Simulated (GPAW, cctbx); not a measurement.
# SnPb3Se4: deformation density and structure factors from DFT

Question: by how much does bonding change the structure factors of SnPb3Se4?

The cell is our own: ordered rocksalt alloy in the eight-atom cube, 1 of 4 Pb sites given to Sn. All numbers below are calculated.

## Step 1: Find the equilibrium geometry

The density hangs on the geometry, so cell and atoms are relaxed first, with the symmetry held. The cutoff is set higher than for the density because stress converges slowly with plane waves.

Settings: GPAW 26.7.0, PBE, 650 eV, 4×4×4 k-points, Fermi–Dirac width 0.02 eV, BFGS to 0.02 eV/Å.

```text
cell
1.0
     6.175000000    0.000000000    0.000000000
     0.000000000    6.175000000    0.000000000
     0.000000000    0.000000000    6.175000000
Sn Se Pb
1 4 3
Direct
0.000000000 0.000000000 0.000000000
0.500000000 0.000000000 0.000000000
0.500000000 0.500000000 0.500000000
0.000000000 0.000000000 0.500000000
0.000000000 0.500000000 0.000000000
0.000000000 0.500000000 0.500000000
0.500000000 0.000000000 0.500000000
0.500000000 0.500000000 0.000000000
```

```console
$ OMP_NUM_THREADS=1 mpirun -n 4 gpaw python run.py > gpaw.log
```

```text
BFGS:    0      -33.557744        0.002421
cell  6.1750 6.1750 6.1750  90.00 90.00 90.00
volume 235.457 A^3, largest force 0.000 eV/A, largest stress 0.01 GPa
```

The starting cell already met the threshold. After 0 steps the volume has changed by 0.0 % and the energy by 0.000 eV; the largest stress left is 0.01 GPa. It took 51 s on 4 cores of Arm Neoverse N1 (shared host), peak memory 0.99 GiB.

Relaxed structure: Pm-3m (no. 221), a = 6.1750 Å, b = 6.1750 Å, c = 6.1750 Å, α = 90.00°, β = 90.00°, γ = 90.00°.

```csv
atom,mult.,x,y,z
Pb1,3,0,1/2,1/2
Sn1,1,0,0,0
Se1,3,1/2,0,0
Se2,1,1/2,1/2,1/2
```

## Step 2: The all-electron density

X-rays see the whole electron density, so the PAW density is rebuilt with its core regions. Subtracting spherical free atoms from the same code cancels the cores and leaves the deformation density Δρ, the part due to bonding.

Settings: PBE, 600 eV, 4×4×4 k-points, Fermi–Dirac width 0.02 eV; primitive cell of 8 atoms.

```console
$ OMP_NUM_THREADS=1 mpirun -n 4 gpaw python run.py > gpaw.log
```

```text
|iter:   1|       0s |  -34.538070 | -0.04 |       |
|iter:   2|       5s |  -34.311528 | -1.63 | -1.23 |
|iter:   3|       9s |  -33.551057 | -1.29 | -1.28 |
...
|iter:   7|      27s |  -33.556970c| -5.88 | -3.54 |
|iter:   8|      31s |  -33.556971c| -6.62 | -3.98 |
|iter:   9|      36s |  -33.556972c| -7.49c| -4.43c|
```

```text
grid (70, 70, 70)  electrons 432.000  moved by bonding 1.549 e
deformation density beyond 0.5 A of the nuclei: max 0.043, min -0.033 e/A^3
atom        x       y       z   Voronoi charge  moment
Pb1    0.0000  0.5000  0.5000      0.309       0.00
Pb2    0.5000  0.0000  0.5000      0.309       0.00
Pb3    0.5000  0.5000  0.0000      0.309       0.00
Sn4    0.0000  0.0000  0.0000      0.275       0.00
Se5    0.5000  0.0000  0.0000     -0.296       0.00
Se6    0.5000  0.5000  0.5000     -0.312       0.00
Se7    0.0000  0.0000  0.5000     -0.296       0.00
Se8    0.0000  0.5000  0.0000     -0.296       0.00
mean inner potential of superposed free atoms 16.114 V
total magnetic moment 0.000 muB
```

Deformation density in a plane through the shortest contact of the Pb atom at the origin, in 0.01 e/Å³ (clipped at ±99); x from -1.6 to 4.7 Å, y from 2.4 down to -2.4 Å:

```text
  0   2   3   2   1   2   3   2  -1  -2  -1   3   1  -3  -1   1
 -1   1   2   4   4   3   2   0  -1  -2  -1  -1  -1  -2  -1   0
 -1   0   1   2   3   2   0   0  -1   0   1   2   1   0  -1  -1
  0  -1  -1   0   0  -1  -2  -1   0   1   3   4   3   2   0  -1
  1  -2  -2  -1   1  -3  -2  -1   1   2   3   2   2   3   2   0
  2  -1  -1   0   .   2  -2   0   3   3   0   .  -1   2   3   1
  3   0   2   .   .   2  -2   1   4   4  -1   .   .   2   4   2
  2  -1  -1   0   .   2  -2   0   3   3   0   .  -1   2   3   1
  1  -2  -2  -1   1  -3  -2  -1   1   2   3   2   2   3   2   0
  0  -1  -1   0   0  -1  -2  -1   0   1   3   4   3   2   0  -1
 -1   0   1   2   3   2   0   0  -1   0   1   2   1   0  -1  -1
 -1   1   2   4   4   3   2   0  -1  -2  -1  -1  -1  -2  -1   0
  0   2   3   2   1   2   3   2  -1  -2  -1   3   1  -3  -1   1
```

Atoms in or within 0.15 Å of the plane: Pb (0.0, 0.0), Se (3.1, 0.0) Å. Dots mark points within about 0.45 Å of a nucleus; large values next to them are atomic features.

Se gains most (-0.30 e) and Pb loses most (+0.31 e), in averages over each element's sites; Se is the most electronegative element, but the order of the others doesn't follow electronegativity. Such charges fall far short of formal ones, since overlapping free atoms already put density on their neighbours. Along the shortest contact from the Pb atom at the map's origin, Pb–Se at 3.09 Å, Δρ is +0.02 e/Å³ at the midpoint and highest, +0.04, 1.98 Å from Pb (points within 0.5 Å of a nucleus left out): little piles up between the atoms. At the midpoints of other shortest contacts it is +0.03 (Sn–Se, 3.09 Å) e/Å³. Point values carry grid noise of about 0.01 e/Å³. The run needed 9 iterations, 53 s.

## Step 3: From the density to structure factors

The Fourier components of Δρ, added to those of the free atoms, give the static X-ray structure factors; the Mott–Bethe relation turns them into the Fourier components V of the potential that fast electrons feel.

```text
static structure factors of the conventional cell: F in electrons, V (Mott-Bethe) in volts
   h  k  l      d  |F| table  |F| free   |F| DFT   change   |V| free  |V| DFT  change %
   0  1  0  6.1750    31.510    31.427    31.426   -0.001     0.425    0.426      0.1
   0  1  1  4.3664    31.011    30.921    30.909   -0.012     0.400    0.405      1.1
   1  1  1  3.5651   148.732   148.536   147.755   -0.781     2.836    3.030      6.8
   0  2  0  3.0875   375.049   374.997   375.438    0.441    10.578   10.496     -0.8
   0  2  1  2.7615    29.661    29.620    29.638    0.018     0.353    0.351     -0.8
   1  2  1  2.5209    29.268    29.240    29.247    0.007     0.341    0.341     -0.2
   0  2  2  2.1832   343.345   343.301   343.161   -0.140     8.230    8.243      0.2
   1  2  2  2.0583    28.230    28.227    28.239    0.012     0.311    0.310     -0.3
   0  3  0  2.0583    28.230    28.227    28.269    0.042     0.311    0.308     -1.1
   0  3  1  1.9527    27.924    27.925    27.955    0.030     0.302    0.300     -0.7
   1  3  1  1.8618   131.305   131.317   131.749    0.432     1.936    1.906     -1.5
   2  2  2  1.7826   321.081   320.936   320.640   -0.296     6.870    6.888      0.3
   0  3  2  1.7126    27.098    27.109    27.128    0.019     0.279    0.278     -0.4
   1  3  2  1.6503    26.850    26.863    26.873    0.011     0.272    0.272     -0.2
```

The largest X-ray change is -0.78 e on 111, 0.5 % of |F|. For electrons V goes as (Z − F)/g², so a change of F counts against Z − F, which is small at low angle and wherever the atoms' terms cancel: |V| of 111 moves by +6.8 % (2.84 to 3.03 V) against -0.5 % in |F|. The last three rows still change by up to 0.30 e; the table stops while the angles are still low. The tabulated Hartree–Fock atoms differ from the free DFT atoms by up to 0.20 e, so the choice of reference atom matters too.

## Step 4: Answer

Bonding moves 1.55 e in the primitive cell of SnPb3Se4 and changes the structure factors of the conventional cell in the table above by at most 0.78 e (111, 0.5 %). The shortest bond, Pb–Se, has Δρ = +0.02 e/Å³ at its midpoint. Limits: static density, frozen cores, no spin–orbit coupling.

[Outputs are excerpts: Python notices, other lines and further rows are left out; steps that failed or that the build refused (PBEsol, TPSS) are not shown.]

[Logs are printed without paths, hosts, clocks, repeated set-up lines and the standing remarks that a program may print on its own settings, such as how far it seeks lower states.]
